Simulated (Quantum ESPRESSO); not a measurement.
## Dielectric function and optical constants of MgS (Niningerite)

Wanted: where MgS (Niningerite) starts to absorb, how strongly, and its refractive index.

Program: Quantum ESPRESSO 7.5. Level of theory: DFT, PBE, plane waves with norm-conserving potentials (PseudoDojo), scalar-relativistic, independent-particle optical response without local fields and without the non-local commutator. Results are calculated unless marked as measured.

This account leaves out most program logs.

## Step 1: Set-up

Symmetry: Fm-3m, No. 225, cubic system. Conventional cell: a = 5.203 Å, b = 5.203 Å, c = 5.203 Å, α = 90.00°, β = 90.00°, γ = 90.00°. S has 6 Mg at 2.60 Å nearest. Mg has 6 S at 2.60 Å nearest. Farther neighbours and most contacts between anions are not listed.

## Step 2: Ground state

The self-consistent density comes first; it also tells whether there is a gap, which decides the occupations and the need for a Drude term.

This step: DFT, PBE, plane waves with norm-conserving potentials (PseudoDojo), scalar-relativistic, ground state (Quantum ESPRESSO 7.5).

File scf.in:

```
&control
  calculation = 'scf'
  prefix = 'x'
  outdir = './tmp'
  pseudo_dir = './'
  verbosity = 'high'
/
&system
  ibrav = 0
  nat = 2
  ntyp = 2
  ecutwfc = 90
  occupations = 'smearing'
  smearing = 'fd'
  degauss = 0.003675
  nbnd = 12
/
&electrons
  conv_thr = 1e-09
  electron_maxstep = 100
/
ATOMIC_SPECIES
  S 1.0 S.upf
  Mg 1.0 Mg.upf
CELL_PARAMETERS angstrom
  0.000000000000 2.601650000000 2.601650000000
  2.601650000000 0.000000000000 2.601650000000
  2.601650000000 2.601650000000 0.000000000000
ATOMIC_POSITIONS crystal
  S 0.500000000000 0.500000000000 0.500000000000
  Mg 0.000000000000 0.000000000000 0.000000000000
K_POINTS automatic
  7 7 7 0 0 0
```

On the command line:

```
$ mpirun -n 4 pw.x -nk 4 -in scf.in
```

Run time: 3.5 s. Hardware: 4 MPI ranks of Arm Neoverse V2, shared host; peak memory 0.07 GiB.

Numbers from this step:

| Property | Result |
| --- | --- |
| total energy | -141.1 Ry |
| gap on the k-mesh | 2.998 eV |
| direct gap on the mesh | 3.712 eV |

There is a gap, 3.00 eV on this mesh (points off the mesh can give less), so no carriers' term is needed.

## Step 3: Ground state with the final occupations

With the gap or the metal settled, the ground state is repeated with the fitting occupations, and the later steps take its density.

Edit scf.in of step 2 so:

```diff
@@ -12,6 +12,3 @@
   ecutwfc = 90
-  occupations = 'smearing'
-  smearing = 'fd'
-  degauss = 0.003675
-  nbnd = 12
+  occupations = 'fixed'
 /
```

On the command line:

```
$ mpirun -n 4 pw.x -nk 4 -in scf.in
```

Run time: 3.4 s. Hardware: 4 MPI ranks; peak memory 0.07 GiB; 13 s of CPU time.

## Step 4: Bands on the whole mesh, 12×12×12

At the fixed density, many empty bands are solved on the mesh of the response, since the spectrum sums over them.

This step: DFT, PBE, plane waves with norm-conserving potentials (PseudoDojo), scalar-relativistic, bands at fixed density (Quantum ESPRESSO 7.5).

nscf.in, as its differences from scf.in of step 3:

```diff
@@ -1,3 +1,3 @@
 &control
-  calculation = 'scf'
+  calculation = 'nscf'
   prefix = 'x'
@@ -5,3 +5,2 @@
   pseudo_dir = './'
-  verbosity = 'high'
 /
@@ -13,2 +12,5 @@
   occupations = 'fixed'
+  nbnd = 24
+  nosym = .true.
+  noinv = .true.
 /
@@ -17,2 +19,3 @@
   electron_maxstep = 100
+  diago_full_acc = .true.
 /
@@ -29,2 +32,2 @@
 K_POINTS automatic
-  7 7 7 0 0 0
+  12 12 12 0 0 0
```

On the command line:

```
$ mpirun -n 4 pw.x -nk 4 -in nscf.in
```

It took 7.1 min on 4 MPI ranks; peak memory 0.06 GiB; 29 min of CPU time.

## Step 5: Dielectric function

With the density converged, the vertical transitions are summed over the zone.

This step: DFT, PBE, plane waves with norm-conserving potentials (PseudoDojo), scalar-relativistic, independent-particle optical response without local fields and without the non-local commutator (Quantum ESPRESSO 7.5).

File epsilon.in:

```
&inputpp
  prefix = 'x'
  outdir = './tmp'
  calculation = 'eps'
/
&energy_grid
  smeartype = 'gauss'
  intersmear = 0.2
  wmin = 0.0
  wmax = 22
  nw = 500
/
```

On the command line:

```
$ mpirun -n 4 epsilon.x -nk 4 -in epsilon.in
```

Elapsed: 1.9 s, on 4 MPI ranks; peak memory 0.05 GiB.

Read-outs, printed or worked out from the files:

* electronic dielectric constant ε∞, mean over x, y and z (by symmetry where fewer were run): 6.810
* main peak of Im epsilon, first axis: 6.212 eV

Some rows of epsi_x.dat:

```text
# energy grid [eV]     epsi_x  epsi_y  epsi_z
#
    0.176352705    0.004833105    0.004833105    0.004833105
    1.234468938    0.036922424    0.036922423    0.036922423
    2.292585170    0.087881831    0.087881831    0.087881831
    3.350701403    0.234058911    0.234058911    0.234058910
    4.408817635    1.929370386    1.929370385    1.929370385
    5.466933868   10.463218203   10.463218202   10.463218202
    6.525050100   10.091147740   10.091147740   10.091147740
    7.583166333   11.279093487   11.279093487   11.279093487
    8.641282565    7.239733312    7.239733312    7.239733311
    9.699398798    4.133871197    4.133871197    4.133871196
   10.757515030    2.537641957    2.537641957    2.537641957
   11.815631263    1.695766988    1.695766987    1.695766987
   12.873747495    1.112632246    1.112632245    1.112632245
   13.931863727    0.606839319    0.606839318    0.606839318
   14.989979960    0.702725529    0.702725528    0.702725528
   16.048096192    0.408896607    0.408896606    0.408896605
   17.106212425    0.445921011    0.445921009    0.445921008
   18.164328657    0.324619593    0.324619591    0.324619590
   19.222444890    0.334892062    0.334892061    0.334892060
   20.280561122    0.327504524    0.327504522    0.327504521
   21.338677355    0.161582779    0.161582776    0.161582775
```

Values under the direct gap are tails of Lorentzian lines. Table of Im ε, any direction by photon energy; read off at these points:

photon energy (eV), Im ε, any direction and a bar:
```
     0.00        0.0 
     0.50        0.0 
     1.00        0.0 
     1.50        0.0 
     2.00        0.1 
     2.50        0.1 
     3.00        0.2 
     3.50        0.3 
     4.00        0.7 #
     4.50        2.4 ###
     5.00        6.9 ##########
     5.50       12.0 #################
     6.00       16.5 #######################
     6.22       21.6 ##############################
     6.50       10.7 ###############
     6.88       12.0 #################
     7.00       11.3 ################
     7.50       11.5 ################
     8.00       10.6 ###############
     8.50        9.7 ##############
     9.00        4.6 ######
     9.50        3.7 #####
    10.00        3.6 #####
    10.50        2.8 ####
    11.00        2.7 ####
    11.50        1.9 ###
    12.00        1.4 ##
    12.50        1.3 ##
    13.00        0.9 #
    13.50        0.9 #
    14.00        0.6 #
    14.50        0.6 #
    15.00        0.7 #
    15.50        0.4 #
    16.00        0.4 #
    16.50        0.4 #
    17.00        0.4 #
    17.50        0.4 #
    18.00        0.4 
    18.50        0.4 #
    19.00        0.3 
    19.50        0.4 #
    20.00        0.3 
    20.50        0.3 
    21.00        0.2 
    21.50        0.2 
    22.00        0.3
```

Re ε, any direction against photon energy:

```
photon energy (eV)  Re ε, any direction
                 0                 6.81
                 1                 6.95
                 2                 7.43
                 3                 8.49
                 4                 11.2
                 5                 16.7
                 6                 8.03
                 7              -0.0478
                 8                -1.60
                 9                -4.12
                10                -3.07
                11                -2.91
                12                -2.39
                13                -1.63
                14                -1.17
                15                -1.01
                16               -0.475
                17               -0.229
                18               -0.149
                19              -0.0582
                20               0.0371
                21               0.0986
                22                0.178
```

Table of refractive index n and extinction k by photon energy:

```csv
photon energy (eV),n,k
0,2.61,0
1,2.64,0.00550
2,2.73,0.0129
3,2.91,0.0272
4,3.35,0.107
5,4.17,0.827
6,3.63,2.27
7,2.37,2.38
8,2.13,2.48
9,1.02,2.27
10,0.908,1.97
11,0.718,1.85
12,0.427,1.60
13,0.352,1.33
14,0.265,1.11
15,0.323,1.06
16,0.272,0.741
17,0.357,0.597
18,0.343,0.516
19,0.352,0.427
20,0.408,0.359
21,0.388,0.228
22,0.498,0.266
```

The loss function −Im 1/ε at q → 0, any direction has structure finer than the step of the table below, so its rows give means over 0.5 eV, whole bins alone (the curve runs from 0 to 22 eV). Peaks (eV: height): 19.09: 3.45, 19.97: 3.41, 20.72: 5.11.

Values under the direct gap are tails of Lorentzian lines. The loss function −Im 1/ε at q → 0, any direction by energy loss; means over each step:

```
energy loss (eV)  loss function −Im 1/ε at q → 0, any direction
             0.5                                         3.0e-4
             1.0                                         6.0e-4
             1.5                                         9.2e-4
             2.0                                        0.00127
             2.5                                        0.00168
             3.0                                        0.00221
             3.5                                        0.00380
             4.0                                        0.00727
             4.5                                         0.0137
             5.0                                         0.0223
             5.5                                         0.0351
             6.0                                         0.0471
             6.5                                         0.0814
             7.0                                         0.0908
             7.5                                         0.0914
             8.0                                         0.0912
             8.5                                         0.0792
             9.0                                          0.107
             9.5                                          0.143
            10.0                                          0.159
            10.5                                          0.152
            11.0                                          0.178
            11.5                                          0.180
            12.0                                          0.200
            12.5                                          0.251
            13.0                                          0.276
            13.5                                          0.270
            14.0                                          0.346
            14.5                                          0.559
            15.0                                          0.544
            15.5                                          0.641
            16.0                                           1.00
            16.5                                           1.23
            17.0                                           1.72
            17.5                                           1.67
            18.0                                           2.50
            18.5                                           2.54
            19.0                                           3.10
            19.5                                           2.83
            20.0                                           3.24
            20.5                                           3.56
            21.0                                           4.24
            21.5                                           2.69
```

The reflectivity at normal incidence, any direction has structure finer than the step of the table below, so its rows give means over 0.5 eV, whole bins alone (the curve runs from 0 to 22 eV). Peaks (eV: height): 6.30: 55.4, 8.86: 62.8, 10.40: 58.7, 11.99: 63.0, 12.96: 61.9, 13.67: 67.5, 15.43: 59.4.

The reflectivity at normal incidence, any direction by photon energy; means over each step:

photon energy (eV), reflectivity at normal incidence, any direction (%) and a bar from the least value:
```
      0.5       20.0 ####
      1.0       20.3 ####
      1.5       20.7 ####
      2.0       21.5 #####
      2.5       22.5 #####
      3.0       24.0 ######
      3.5       26.1 #######
      4.0       29.2 #########
      4.5       33.0 ############
      5.0       38.5 ###############
      5.5       42.8 ##################
      6.0       47.5 #####################
      6.5       47.2 ####################
      7.0       43.2 ##################
      7.5       43.6 ##################
      8.0       47.4 #####################
      8.5       57.3 ###########################
      9.0       58.2 ###########################
      9.5       53.8 #########################
     10.0       51.2 #######################
     10.5       56.5 ##########################
     11.0       54.6 #########################
     11.5       58.5 ###########################
     12.0       59.9 ############################
     12.5       57.4 ###########################
     13.0       57.9 ###########################
     13.5       61.6 #############################
     14.0       62.6 ##############################
     14.5       53.2 ########################
     15.0       52.1 #######################
     15.5       57.2 ###########################
     16.0       49.8 ######################
     16.5       46.3 ####################
     17.0       38.1 ###############
     17.5       38.6 ###############
     18.0       35.0 #############
     18.5       30.7 ##########
     19.0       27.0 ########
     19.5       24.1 ######
     20.0       22.8 #####
     20.5       26.0 #######
     21.0       21.9 #####
     21.5       14.2
```

At chosen wavelengths:

```
wavelength (nm)     n      k  R (%)     1/α
           1550  2.63  0.004   20.1   29 µm
            800  2.68  0.009   20.8  7.0 µm
            633  2.72  0.012   21.4  4.0 µm
            532  2.77  0.016   22.1  2.6 µm
            450  2.85  0.022   23.1  1.6 µm
            365  3.04  0.041   25.6  705 nm
            193  2.26  2.858   51.9  5.4 nm
```

Below the direct gap, k and the depth come from the tails of the Lorentzian lines, not from transitions.

Rows near the edge hang on the gap, which this functional as a rule makes too small, and phonon-assisted absorption is left out.

## Step 6: Results

* electronic dielectric constant ε∞, mean over x, y and z (by symmetry where fewer were run) (independent particles): 6.81
* main peak of Im epsilon, first axis: 6.21 eV

At this level (PBE, independent particles) MgS has ε∞ = 6.81 and n = 2.63 at 1550 nm, and Im ε peaks at 6.2 eV. Distinct maxima of Im ε, read by a parabola through the highest points, lie at 5.78 eV (17), 6.21 eV (22), 6.90 eV (12) and 7.45 eV (12). Excitons and phonon-assisted transitions are missing, and so are local fields; PBE gaps are as a rule too small, which pulls the onset down and ε∞ up. epsilon.x leaves out the commutator of the non-local potential, so its intensities are off, as a rule too high. The sum runs over mesh points, so small or evenly spaced maxima can still be ripples of the mesh.

[Machine, clock, banner and «Message from routine» lines are left out of the logs.]

[Logs are printed without paths, hosts, clocks, repeated set-up lines and the standing remarks that a program may print on its own settings, such as how far it seeks lower states.]

[Hosts, paths, dates, database ids (printed as entryN), source tags and the programs' standing remarks are cut or masked in the printed files.]
